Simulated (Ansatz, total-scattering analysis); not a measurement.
## Worked example: from partials to totals in amorphous 21In2O3-79Ga2O3 (mol %)

A simulated model of amorphous 21In2O3-79Ga2O3 (mol %) at 300 K, fixed volume (mean pressure 2.3 GPa), from ab initio molecular dynamics with Ansatz (PBE, plane waves, PAW set soft_1, Langevin thermostat, no spin, fixed volume). The average runs over 1.70 ps of 70 atoms, so shells between rare elements are rough. Mean temperature 331 K, largest m.s.d. 0.29 Å², energy drift -12 meV an atom (last third less first), Langevin friction 2 ps⁻¹; the first quarter of the run is discarded. Preparation: atoms packed at random with minimum distances, then 1.5 ps at 2600 K, 1.4 ps at 1610 K and 1.8 ps at 860 K with a cheaper basis and a friction of 10 ps⁻¹ (mean temperature of the first stage 2646 K), too short to forget the start in full. So short a stretch relaxes bonds and nearest shells but still remembers its start. It is rigid on the time of the run. A cell quenched within picoseconds keeps more over- and under-coordinated atoms than a real glass or film, so this is a model of such a quench. The potential energy falls by 12 meV an atom from the first to the last third of the average, so the sample is relaxing or ordering and this is no equilibrium average. Atom fractions Ga 0.3143, In 0.0857, O 0.6000; masses Ga 69.723, In 114.818, O 15.999 u; density 5.4749 g/cm³; coherent lengths Ga 7.288, In 4.065, O 5.8037 fm. Faber–Ziman partials at a few Q:

| Q (Å⁻¹) | S Ga–O | S O–O | S Ga–Ga | S Ga–In | S In–O | S In–In |
| --- | --- | --- | --- | --- | --- | --- |
| 2.60 | -1.306 | 3.885 | 2.658 | 1.332 | -0.502 | 0.480 |
| 4.30 | 1.881 | 1.210 | 1.707 | 1.746 | 1.181 | 0.707 |
| 4.70 | 1.301 | 1.406 | 1.329 | 0.891 | 0.547 | 0.644 |

The pair function g(GaO), r in Å, every 0.06 Å up to its first minimum: 1.71 0.09, 1.77 1.70, 1.83 8.37, 1.89 10.26, 1.95 6.44, 2.01 3.07, 2.07 1.42, 2.13 0.73, 2.19 0.49, 2.25 0.36, 2.31 0.29, 2.37 0.21, 2.43 0.13, 2.49 0.12.

**Tasks.** (a) The number density. (b) The neutron weights. (c) The neutron S(Q) at the listed Q. (d) The number of O around Ga.

(a) The mean mass is 0.3143×69.723 + 0.0857×114.818 + 0.6000×15.999 = 41.353 u, so ρ₀ = 5.4749/(41.353 × 1.66054) = 0.07973 Å⁻³.

(b) ⟨b⟩ = 0.3143×7.288 + 0.0857×4.065 + 0.6000×5.8037 = 6.121 fm. The weight of a pair is ci cj bi bj (2 − δij)/⟨b⟩²: Ga–O 0.426, O–O 0.324, Ga–Ga 0.140, Ga–In 0.043, In–O 0.065, In–In 0.003; they sum to 1.000.

(c) S = 1 + Σ w (Sij − 1). At 2.60 Å⁻¹: 1 − 0.982 + 0.934 + 0.232 + 0.014 − 0.097 − 0.002 = 1.099; O–O pushes up most; Ga–O pulls down most. At 4.30 Å⁻¹: 1 + 0.375 + 0.068 + 0.099 + 0.032 + 0.012 − 0.001 = 1.585; Ga–O pushes up most. At 4.70 Å⁻¹: 1 + 0.128 + 0.131 + 0.046 − 0.005 − 0.029 − 0.001 = 1.270; O–O pushes up most; In–O pulls down most.

(d) n = 4πρ₀ c(O) Σ r² g Δr. The sum Σ r² g over the listed points is 125.0 Å², so n = 4π × 0.07973 × 0.6000 × 125.0 × 0.06 = 4.51; counting pairs in the frames up to 2.52 Å gives 4.51. By balance, each O has n c(Ga)/c(O) = 2.36 Ga.
